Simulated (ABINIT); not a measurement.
# Quasiparticle gap of NaCl (Fm-3m) in ABINIT, part 3 of 3

How does a plane-wave GW calculation on NaCl (Fm-3m) run from the first input to the gap?

ABINIT 10.8.3; PBE and many-body steps on it, plane waves. Known limits of the many-body steps: not at the basis limit; coarse k mesh.

So far. Step 4 (Empty states on the mesh, 4×4×4 mesh, 30 bands): On this mesh the gap is 5.150 eV. Step 5 (Screening, 4×4×4 mesh, 26 bands, screening to 87.1 eV): Local fields lower ε∞ by 15 %. On a Γ-centred mesh this coarse the value itself is usually too large, while a short band sum pulls it down.

The database entry behind the starting cell differs from later determinations by our own check (an axis about 0.4 % short against later determinations), so it need not match the best structure at ambient conditions.

### Step 6. Self-energy, 4×4×4 mesh, 26 bands, screening to 87.1 eV

The self-energy is evaluated for the states that the input lists, and the levels follow from it, in one-shot runs by the linearised quasiparticle equation.

This step: G0W0 on PBE, plane waves, norm-conserving pseudopotentials.

run.abi

```
acell 3*1.0 Angstrom
rprim 
  0.000000000000 2.810000000000 2.810000000000
  2.810000000000 0.000000000000 2.810000000000
  2.810000000000 2.810000000000 0.000000000000
ntypat 2
znucl 11 17
natom 2
typat 1 2
xred 
  0.000000000000 0.000000000000 0.000000000000
  0.500000000000 0.500000000000 0.500000000000
pp_dirpath "pseudos"
pseudos "Na.upf, Cl.upf"
ecut 38
ngkpt 4 4 4
nshiftk 1
shiftk 0 0 0
kptopt 1
chksymbreak 0
istwfk *1
occopt 1
irdwfk 1
optdriver 4
nband 26
gwcalctyp 0
ecutsigx 38
symsigma 1
nkptgw 1
kptgw 
  0.0000000000 0.0000000000 0.0000000000
bdgw 
  6 12
ecuteps 3.2
irdscr 1
ppmodel 1
indata_prefix "in"
outdata_prefix "out"
tmpdata_prefix "tmp"
```

Started as:

```sh
$ OMP_NUM_THREADS=1 mpirun -n 4 abinit run.abi > log
```

Numbers of over 12 decimals in the logs are rounded to 6 here.

The program printed:

```text
.Version 10.8.3 of ABINIT. v10.8.2 released Aug 2026.

 Symmetries : space group Fm -3 m (#225); Bravais cF (face-center cubic)
[... echo of the input left out ...]
== DATASET  1 ==================================================================
-   mpi_nproc: 4, omp_nthreads: 1 (-1 if OMP is not activated)

--- !DatasetInfo
iteration_state: {dtset: 1, }
dimensions: {natom: 2, nkpt: 8, mband: 26, nsppol: 1, nspinor: 1, nspden: 1, mpw: 3383, }
cutoff_energies: {ecut:  38.0, pawecutdg:  -1.0, }
electrons: {nelect:   1.60000000E+01, charge:   0.00000000E+00, occopt:   1.00000000E+00, tsmear:   1.00000000E-02, }

 SIGMA: Calculation of the GW corrections

 Based on a program developped by R.W. Godby, V. Olevano, G. Onida, and L. Reining.
 Incorporated in ABINIT by V. Olevano, G.-M. Rignanese, and M. Torrent.
.Using double precision arithmetic ; gwpc =  8

[... cell and pseudopotentials left out ...]
--------------------------------------------------------------------------------

 ==== K-mesh for the wavefunctions ====
 Number of points in the irreducible wedge :     8
[... list of points left out ...]
 Together with 48 symmetry operations and time-reversal symmetry
 yields    64 points in the full Brillouin Zone.

 ==== Q-mesh for screening function ====
 Number of points in the irreducible wedge :     8
[... list of points left out ...]
 Together with 48 symmetry operations and time-reversal symmetry
 yields    64 points in the full Brillouin Zone.

 vcoul_init : cutoff-mode = AUXILIARY_FUNCTION
 q-points for optical limit:   1
     1)      0.000010    0.000020    0.000030
 setmesh: FFT mesh size selected  =    45x   45x   45
          total number of points  =        91125

 Number of electrons calculated from density =   16.0000; Expected =   16.0000
 average of density, n =  0.053429
 r_s =    1.6471
 omega_plasma =   22.2968 [eV]

 === KS Band Gaps ===
  >>>> For spin  1
   Minimum direct gap =   5.1497 [eV], located at k-point      :   0.0000  0.0000  0.0000
   Fundamental gap    =   5.1497 [eV], Top of valence bands at :   0.0000  0.0000  0.0000
                                       Bottom of conduction at :   0.0000  0.0000  0.0000
 SIGMA fundamental parameters:
 PLASMON POLE MODEL  1
 number of plane-waves for SigmaX                 3383
 number of plane-waves for SigmaC and W             65
 number of plane-waves for wavefunctions          3383
 number of bands                                    26
 number of independent spin polarizations            1
 number of spinorial components                      1
 number of k-points in IBZ                           8
 number of q-points in IBZ                           8
 number of symmetry operations                      48
 number of k-points in BZ                           64
 number of q-points in BZ                           64
 number of frequencies for dSigma/dE                 9
 frequency step for dSigma/dE [eV]                0.25
 number of omega for Sigma on real axis              0
 max omega for Sigma on real axis  [eV]           0.00
 zcut for avoiding poles [eV]                     0.10

 EPSILON^-1 parameters (SCR file):
 dimension of the eps^-1 matrix on file             65
 dimension of the eps^-1 matrix used                65
 number of plane-waves for wavefunctions          3383
 number of bands                                    26
 number of q-points in IBZ                           8
 number of frequencies                               2
 number of real frequencies                          1
 number of imag frequencies                          1

 matrix elements of self-energy operator (all in [eV])

 Perturbative Calculation

--- !SelfEnergy_ee
iteration_state: {dtset: 1, }
kpoint     : [   0.000,    0.000,    0.000, ]
spin       : 1
KS_gap     :    5.150
QP_gap     :    7.922
Delta_QP_KS:    2.772
data: !SigmaeeData |
     Band     E0 <VxcDFT>   SigX SigC(E0)      Z dSigC/dE  Sig(E)    E-E0       E
        6  -0.539 -14.493 -18.927   2.561   0.819  -0.221 -16.027  -1.533  -2.072
        7  -0.539 -14.493 -18.927   2.561   0.819  -0.221 -16.027  -1.533  -2.072
        8  -0.539 -14.493 -18.927   2.561   0.819  -0.221 -16.027  -1.533  -2.072
        9   4.611  -8.178  -4.163  -2.590   0.869  -0.150  -6.939   1.239   5.850
       10  10.523  -8.376  -3.599  -2.538   0.865  -0.156  -6.439   1.937  12.460
       11  10.523  -8.376  -3.599  -2.538   0.865  -0.156  -6.439   1.937  12.460
       12  10.523  -8.376  -3.599  -2.538   0.865  -0.156  -6.439   1.937  12.460

== END DATASET(S) ==============================================================
================================================================================

 -outvars: echo values of variables after computation  --------
           etotal      0.0000000000E+00
            nband          26
             nkpt           8
          spgroup         225
 [... the other variables as echoed above ...]

 Calculation completed.
```

The job ended after 6.2 s (4 MPI ranks of AMD EPYC 7571, shared host; peak memory 0.49 GiB; 24 s of CPU time).

This step gave:

```yaml
g0w0_gap_on_the_points_computed: 7.922 eV
starting_gap_on_the_mesh: 5.150 eV
k_of_the_valence_top: 0, 0, 0
k_of_the_conduction_bottom: 0, 0, 0
z_at_the_valence_top: 0.819
z_at_the_conduction_bottom: 0.869
least_direct_g0w0_gap_on_the_computed_points: 7.922 eV
```

The gap on the mesh goes from 5.15 eV to 7.92 eV, a correction of +2.77 eV.

Limits: finite bands, cutoff and mesh; coarse k mesh. v1 is the top filled band, c1 the lowest empty one. Levels before and after the correction, in eV, zero at the valence-band top of each column:

```csv
,conduction bottom,valence top
Kohn-Sham,5.15,0.00
G0W0,7.92,0.00
```

```csv
,level,energy (eV)
Kohn-Sham,Γ v3-v1,0.000
Kohn-Sham,Γ c1,5.150
Kohn-Sham,Γ c2-c4,11.062
G0W0,Γ v3-v1,0.000
G0W0,Γ c1,7.922
G0W0,Γ c2-c4,14.532
```

### Step 7. Where the time went

Times are wall times on 4 MPI ranks of AMD EPYC 7571, shared host, good to a factor of about two.

```csv
step,time,share,memory (GiB)
ground state,16 s,24 %,0.38
bands along the symmetry lines,23 s,34 %,0.32
empty states on the mesh,11 s,16 %,0.3
screening,11 s,16 %,0.5
self-energy,6.2 s,9 %,0.49
```

### Step 8. Results

```json
{"PBE gap": "5.15 eV, direct", "G0W0 gap on the mesh": "7.92 eV", "GW settings": "4×4×4 mesh, 26 bands, screening to 87.1 eV, Godby-Needs plasmon pole", "known limits": "not at the basis limit; coarse k mesh"}
```

**Reading.** G0W0 moves the gap on the mesh from 5.15 eV to 7.92 eV (+2.77 eV), with Z of 0.82 and 0.87 at the edges. Local fields lower the RPA ε∞ on this mesh from 2.77 to 2.36; a Γ-centred mesh this coarse tends to raise both, most where the direct gap is narrow, while a short band sum lowers them. Only 1 of the mesh's irreducible points was corrected, so a valley elsewhere could overtake. Bands and cutoff are finite, so the gap is not at the basis limit. The miss can reach some tenths of an eV and take either sign; the mesh is an error of its own. In the G0W0 run levels were corrected at 1 k point alone, so a gap called «on the mesh» is the least over those, and an edge elsewhere would be missed. The 4×4×4 mesh is coarse for this cell, which bears on the long-range parts of exchange and screening.

[Paths, hosts, dates, memory and timing lines, banners, echoed tables and standing remarks are left out of the program output.]

[Logs are printed without paths, hosts, clocks, repeated set-up lines and the standing remarks that a program may print on its own settings, such as how far it seeks lower states.]

[Runs of the session that timed out or met a known fault of the program may be left out.]

[Hosts, paths, dates, database ids (printed as entryN), source tags and the programs' standing remarks are cut or masked in the printed files.]

[G0W0 gaps are taken among the corrected bands and points alone; a level outside them can change the order at an edge.]

[Where Ansatz stands beside ABINIT at settings called matched, ABINIT's density can come from a denser mesh and the files from another edition; pairs whose starting gaps differed by over 0.03 eV were left out, so agreement reads better than it is.]
